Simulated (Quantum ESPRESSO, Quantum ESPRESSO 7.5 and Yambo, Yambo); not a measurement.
# A GW chain in Yambo: GaAs (F-43m)

Aim: the G0W0 gap of GaAs (F-43m) on PBE, step by step.

Calculated with Quantum ESPRESSO 7.5 and Yambo 5.3.0; PBE and many-body steps on it, plane waves.

**What was measured.**

- Gap 1.51 eV: band-edge emission energy from PL (direct gap at Gamma); photoluminescence, 633 nm excitation; 77 K; bulk crystal (MBE GaAs matrix around a thin InAs wetting layer on semi-insulating GaAs (100)) (“Photoluminescence of InAs/GaAs quantum dots under direct two-photon excitation”, 2020, pmc:7331710).

- Gap 1.412 ± 0.01 eV: direct gap E0 at Gamma from ellipsometry; variable-angle spectroscopic ellipsometry, parametric critical-point fit; 300 K; bulk crystal (semi-insulating GaAs(001) reference substrate with native oxide) (“Evidence of valence band perturbations in GaAsN/GaAs(001): A combined variable-angle spectroscopic ellipsometry and modulated photoreflectance investigation”, 2008, arxiv:0805.2212).

- Gap 1.42 eV: band-edge photoluminescence emission energy of the GaAs substrate; time-integrated photoluminescence; 300 K; bulk crystal ((001) GaAs substrate beneath GaBiAs epilayers) (“Investigation of the anisotropic electron g factor as a probe of the electronic structure of GaBixAs1-x/GaAs epilayers”, 2014, arxiv:1409.8467).

- Gap 1.418 ± 0.005 eV: direct gap E0 at Gamma from PR; modulated photoreflectance, low-field lineshape fit; 300 K; bulk crystal (semi-insulating GaAs(001) reference substrate) (“Evidence of valence band perturbations in GaAsN/GaAs(001): A combined variable-angle spectroscopic ellipsometry and modulated photoreflectance investigation”, 2008, arxiv:0805.2212).

Report form: the programs' logs are mostly left out.

**1. The structure**

The structure is cubic, space group F-43m (No. 216). The conventional cell has a = 5.654 Å, b = 5.654 Å, c = 5.654 Å, α = 90.00°, β = 90.00°, γ = 90.00°. Ga has 4 As at 2.45 Å nearest. As has 4 Ga at 2.45 Å nearest. Farther neighbours are not listed.

The cell and positions come from the Crystallography Open Database and are kept as given unless a step says otherwise.

**2. Ground state**

This step: Quantum ESPRESSO 7.5; DFT, PBE, plane waves, norm-conserving pseudopotentials.

The ground-state density comes first.

pw.in reads:

```
&control
  calculation = 'scf'
  prefix = 'x'
  outdir = 'o'
  pseudo_dir = 'pseudo'
/
&system
  ibrav = 0
  nat = 2
  ntyp = 2
  ecutwfc = 104.0
  nbnd = 27
  force_symmorphic = .true.
/
&electrons
  conv_thr = 1e-10
  electron_maxstep = 80
  mixing_beta = 0.5
/
ATOMIC_SPECIES
  Ga 69.723 Ga.upf
  As 74.922 As.upf
CELL_PARAMETERS angstrom
  0.0000000000 2.8268500000 2.8268500000
  2.8268500000 0.0000000000 2.8268500000
  2.8268500000 2.8268500000 0.0000000000
ATOMIC_POSITIONS crystal
  Ga 0.0000000000 0.0000000000 0.0000000000
  As 0.2500000000 0.2500000000 0.2500000000
K_POINTS automatic
  6 6 6 0 0 0
```

Launch:

```console
OMP_NUM_THREADS=1 mpirun -n 4 pw.x -nk 4 -in pw.in > pw.out
```

Run time: 13 s. Hardware: 4 MPI ranks of Arm Neoverse V1, shared host; peak memory 0.34 GiB; 51 s of CPU time.

This step gave:

- total energy: -15064.4168 eV
- gap: 0.5181 eV
- k of the valence top: 0, 0, 0
- k of the conduction bottom: 0, 0, 0
- least direct gap: 0.5181 eV

The gap is direct, at Γ.

**3. Bands along the symmetry lines**

Levels along a band path, at the cheap level, show where the edges lie and whether the meshes to come will hold them.

pw.in reads:

```
&control
  calculation = 'bands'
  prefix = 'x'
  outdir = 'o'
  pseudo_dir = 'pseudo'
/
&system
  ibrav = 0
  nat = 2
  ntyp = 2
  ecutwfc = 104.0
  nbnd = 28
  force_symmorphic = .true.
/
&electrons
  conv_thr = 1e-9
  electron_maxstep = 80
  diago_full_acc = .true.
  diago_thr_init = 5e-6
/
ATOMIC_SPECIES
  Ga 69.723 Ga.upf
  As 74.922 As.upf
CELL_PARAMETERS angstrom
  0.0000000000 2.8268500000 2.8268500000
  2.8268500000 0.0000000000 2.8268500000
  2.8268500000 2.8268500000 0.0000000000
ATOMIC_POSITIONS crystal
  Ga 0.0000000000 0.0000000000 0.0000000000
  As 0.2500000000 0.2500000000 0.2500000000
K_POINTS crystal
  50
  0.00000000 0.00000000 0.00000000 1
  -0.06250000 -0.06250000 0.00000000 1
  -0.12500000 -0.12500000 0.00000000 1
  -0.18750000 -0.18750000 0.00000000 1
  -0.25000000 -0.25000000 0.00000000 1
  -0.31250000 -0.31250000 0.00000000 1
  -0.37500000 -0.37500000 0.00000000 1
  -0.43750000 -0.43750000 0.00000000 1
  -0.50000000 -0.50000000 0.00000000 1
  -0.48437500 -0.48437500 0.03125000 1
  -0.46875000 -0.46875000 0.06250000 1
  -0.45312500 -0.45312500 0.09375000 1
  -0.43750000 -0.43750000 0.12500000 1
  -0.42187500 -0.42187500 0.15625000 1
  -0.40625000 -0.40625000 0.18750000 1
  -0.39062500 -0.39062500 0.21875000 1
  -0.37500000 -0.37500000 0.25000000 1
  -0.37500000 0.00000000 0.37500000 1
  -0.32812500 0.00000000 0.32812500 1
  -0.28125000 0.00000000 0.28125000 1
  -0.23437500 0.00000000 0.23437500 1
  -0.18750000 0.00000000 0.18750000 1
  -0.14062500 0.00000000 0.14062500 1
  -0.09375000 0.00000000 0.09375000 1
  -0.04687500 0.00000000 0.04687500 1
  0.00000000 0.00000000 0.00000000 1
  0.00000000 0.00000000 0.06250000 1
  0.00000000 0.00000000 0.12500000 1
  0.00000000 0.00000000 0.18750000 1
  0.00000000 0.00000000 0.25000000 1
  0.00000000 0.00000000 0.31250000 1
  0.00000000 0.00000000 0.37500000 1
  0.00000000 0.00000000 0.43750000 1
  -0.00000000 -0.00000000 0.50000000 1
  -0.06250000 -0.03125000 0.46875000 1
  -0.12500000 -0.06250000 0.43750000 1
  -0.18750000 -0.09375000 0.40625000 1
  -0.25000000 -0.12500000 0.37500000 1
  -0.31250000 -0.15625000 0.34375000 1
  -0.37500000 -0.18750000 0.31250000 1
  -0.43750000 -0.21875000 0.28125000 1
  -0.50000000 -0.25000000 0.25000000 1
  -0.50000000 -0.28125000 0.21875000 1
  -0.50000000 -0.31250000 0.18750000 1
  -0.50000000 -0.34375000 0.15625000 1
  -0.50000000 -0.37500000 0.12500000 1
  -0.50000000 -0.40625000 0.09375000 1
  -0.50000000 -0.43750000 0.06250000 1
  -0.50000000 -0.46875000 0.03125000 1
  -0.50000000 -0.50000000 0.00000000 1
```

Elapsed: 7.8 s, on 4 MPI ranks; peak memory 0.27 GiB.

This step gave:

* gap: 0.5181 eV
* k of the valence top: 0, 0, 0
* k of the conduction bottom: 0, 0, 0
* least direct gap: 0.5181 eV

The gap is 0.518 eV, as in the run before at this level.

The electronic bands at the labelled points (eV, zero at the top of the highest filled band):

```csv
point,band 19,band 20,band 21,band 22,band 23,band 24,band 25,band 26
Γ,-12.73,0.00,0.00,0.00,0.52,3.74,3.74,3.74
halfway,-11.80,-4.09,-1.69,-1.69,1.99,3.27,6.62,6.62
X,-10.22,-6.81,-2.68,-2.68,1.47,1.66,10.18,10.18
halfway,-10.21,-6.77,-3.20,-2.57,1.66,2.57,9.21,9.42
U,-10.26,-6.63,-3.86,-2.26,1.97,4.64,7.96,8.07
jump to K,-10.26,-6.63,-3.86,-2.26,1.97,4.64,7.96,8.07
halfway,-11.71,-4.56,-2.44,-0.68,2.69,4.77,4.81,5.65
Γ,-12.73,0.00,0.00,0.00,0.52,3.74,3.74,3.74
halfway,-12.03,-4.14,-0.68,-0.68,1.45,4.60,4.60,5.96
L,-10.96,-6.63,-1.14,-1.14,1.00,4.64,4.64,7.76
halfway,-10.62,-6.48,-3.22,-1.94,3.03,4.17,6.35,7.70
W,-10.17,-6.63,-3.53,-3.34,4.62,4.73,5.42,6.05
halfway,-10.20,-6.73,-3.14,-3.04,2.56,2.76,8.15,8.36
X,-10.22,-6.81,-2.68,-2.68,1.47,1.66,10.18,10.18
```

**4. Empty states on the mesh, 4×4×4 mesh, 210 bands**

The sums over transitions need many empty states on a uniform mesh; this step solves for them.

pw.in reads:

```
&control
  calculation = 'nscf'
  prefix = 'x'
  outdir = 'o'
  pseudo_dir = 'pseudo'
/
&system
  ibrav = 0
  nat = 2
  ntyp = 2
  ecutwfc = 104.0
  nbnd = 210
  force_symmorphic = .true.
/
&electrons
  conv_thr = 1e-9
  electron_maxstep = 80
  diago_full_acc = .true.
  diago_thr_init = 5e-6
/
ATOMIC_SPECIES
  Ga 69.723 Ga.upf
  As 74.922 As.upf
CELL_PARAMETERS angstrom
  0.0000000000 2.8268500000 2.8268500000
  2.8268500000 0.0000000000 2.8268500000
  2.8268500000 2.8268500000 0.0000000000
ATOMIC_POSITIONS crystal
  Ga 0.0000000000 0.0000000000 0.0000000000
  As 0.2500000000 0.2500000000 0.2500000000
K_POINTS automatic
  4 4 4 0 0 0
```

Wall time 24 s (4 MPI ranks); peak memory 0.6 GiB.

Numbers from this step:

```
gap                                                           : 0.5181 eV
k of the valence top                                          : 0, 0, 0
k of the conduction bottom                                    : 0, 0, 0
least direct gap                                              : 0.5181 eV
k points computed                                             : 8
lowest point of the top converged band, above the valence top : 137.6153 eV
```

On this mesh the gap is 0.518 eV.

**5. Conversion and set-up**

This step: Yambo 5.3.0; conversion and set-up on PBE, plane waves, norm-conserving pseudopotentials.

The states are converted to the many-body program's format and the q mesh is built.

Launch:

```console
(cd o/x.save; p2y > p2y.log; mv SAVE ../..); yambo > setup.log
```

Run time: 3.2 s. Hardware: 1 MPI rank; peak memory 0.26 GiB.

**6. Screening and self-energy, 4×4×4 mesh, 210 bands, screening to 210.9 eV**

G0W0 replaces the xc potential by the self-energy, built once from these orbitals. Only a window of levels is corrected, while the sums run over the empty bands that the input names.

This step: G0W0 on PBE, plane waves, norm-conserving pseudopotentials.

gw1.in reads:

```
HF_and_locXC
gw0
dyson
ppa
em1d
rim_cut
RandQpts= 1000000
RandGvec= 1 RL
EXXRLvcs= 104 Ry
VXCRLvcs= 416 Ry
Chimod= "HARTREE"
% BndsRnXp
 1 | 210 |
%
NGsBlkXp= 15.5 Ry
% LongDrXp
 1 | 1 | 1 |
%
% GbndRnge
 1 | 210 |
%
DysSolver= "n"
ExtendOut
PPAPntXp= 27.21138 eV
% QPkrange
 1 | 8 | 20 | 26 |
%
```

Launch:

```console
OMP_NUM_THREADS=1 mpirun -n 4 yambo -F gw1.in -J gw1 -C gw1 > gw1.log
```

Run time: 19 min. Hardware: 4 MPI ranks; peak memory 2.3 GiB.

Numbers from this step:

```yaml
g0w0_gap_on_the_mesh: 1.142 eV
starting_gap_on_the_mesh: 0.5181 eV
k_of_the_valence_top: 0, 0, 0
k_of_the_conduction_bottom: 0, 0, 0
least_direct_g0w0_gap_on_the_computed_points: 1.142 eV
z_at_the_valence_top: 0.7950
z_at_the_conduction_bottom: 0.7981
```

The gap on the mesh goes from 0.52 eV to 1.14 eV, a correction of +0.62 eV.

Limits: finite bands, cutoff and mesh; no spin-orbit coupling; coarse k mesh. v1 is the top filled band, c1 the lowest empty one. The levels before and after the correction (eV, zero at the valence-band top of each column):

```csv
,conduction bottom,valence top
Kohn-Sham,0.52,0.00
G0W0,1.14,0.00
```

```csv
,level,energy (eV)
Kohn-Sham,Γ v3-v1,0.000
Kohn-Sham,Γ c1,0.518
Kohn-Sham,Γ c2-c4,3.737
G0W0,Γ v3-v1,0.000
G0W0,Γ c1,1.142
G0W0,Γ c2-c4,4.325
```

**7. Where the time went**

Times are wall times on the hardware named with each run, good to a factor of about two.

```csv
step,time,share,memory (GiB)
ground state,13 s,1 %,0.34
bands along the symmetry lines,7.8 s,1 %,0.27
empty states on the mesh,24 s,2 %,0.6
conversion and set-up,3.2 s,0 %,0.26
screening and self-energy,19 min,96 %,2.3
```

**8. Results**

| Item | Value |
| --- | --- |
| PBE gap | 0.52 eV, direct |
| G0W0 gap on the mesh | 1.14 eV |
| GW settings | 4×4×4 mesh, 210 bands, screening to 210.9 eV, Godby-Needs plasmon pole |
| known limits | not at the basis limit; no spin-orbit coupling; coarse k mesh |

G0W0 moves the gap on the mesh from 0.52 eV to 1.14 eV (+0.62 eV), with Z of 0.79 and 0.80 at the edges. The dearest step here is «screening and self-energy». Against experiment, by G0W0@PBE: the direct gap of 1.14 eV lies −0.37 eV from the measured 1.51 eV (exciton, 77 K, 2020); the direct gap of 1.14 eV lies −0.27 eV from the measured 1.412 ± 0.01 eV (direct, 300 K, 2008); the direct gap of 1.14 eV lies −0.28 eV from the measured 1.42 eV (exciton, 300 K, 2014); the direct gap of 1.14 eV lies −0.28 eV from the measured 1.418 ± 0.005 eV (direct, 300 K, 2008). An exciton line or allowed optical edge lies below the quasiparticle gap by the binding energy; a forbidden edge can push the onset above it. The calculation has static nuclei and no excitons; a measured gap holds zero-point and thermal motion, which mostly lowers it. Bands and cutoff are finite, so the gap is not at the basis limit. The miss can reach some tenths of an eV and take either sign; the mesh is an error of its own. The 4×4×4 mesh is coarse for this cell, which bears on the long-range parts of exchange and screening. The many-body steps are scalar-relativistic: spin-orbit coupling is not in them.

[Paths, hosts, dates, memory and timing lines, banners, echoed tables and standing remarks are left out of the program output.]

[Logs are printed without paths, hosts, clocks, repeated set-up lines and the standing remarks that a program may print on its own settings, such as how far it seeks lower states.]

[Runs of the session that timed out or met a known fault of the program may be left out.]

[Hosts, paths, dates, database ids (printed as entryN), source tags and the programs' standing remarks are cut or masked in the printed files.]
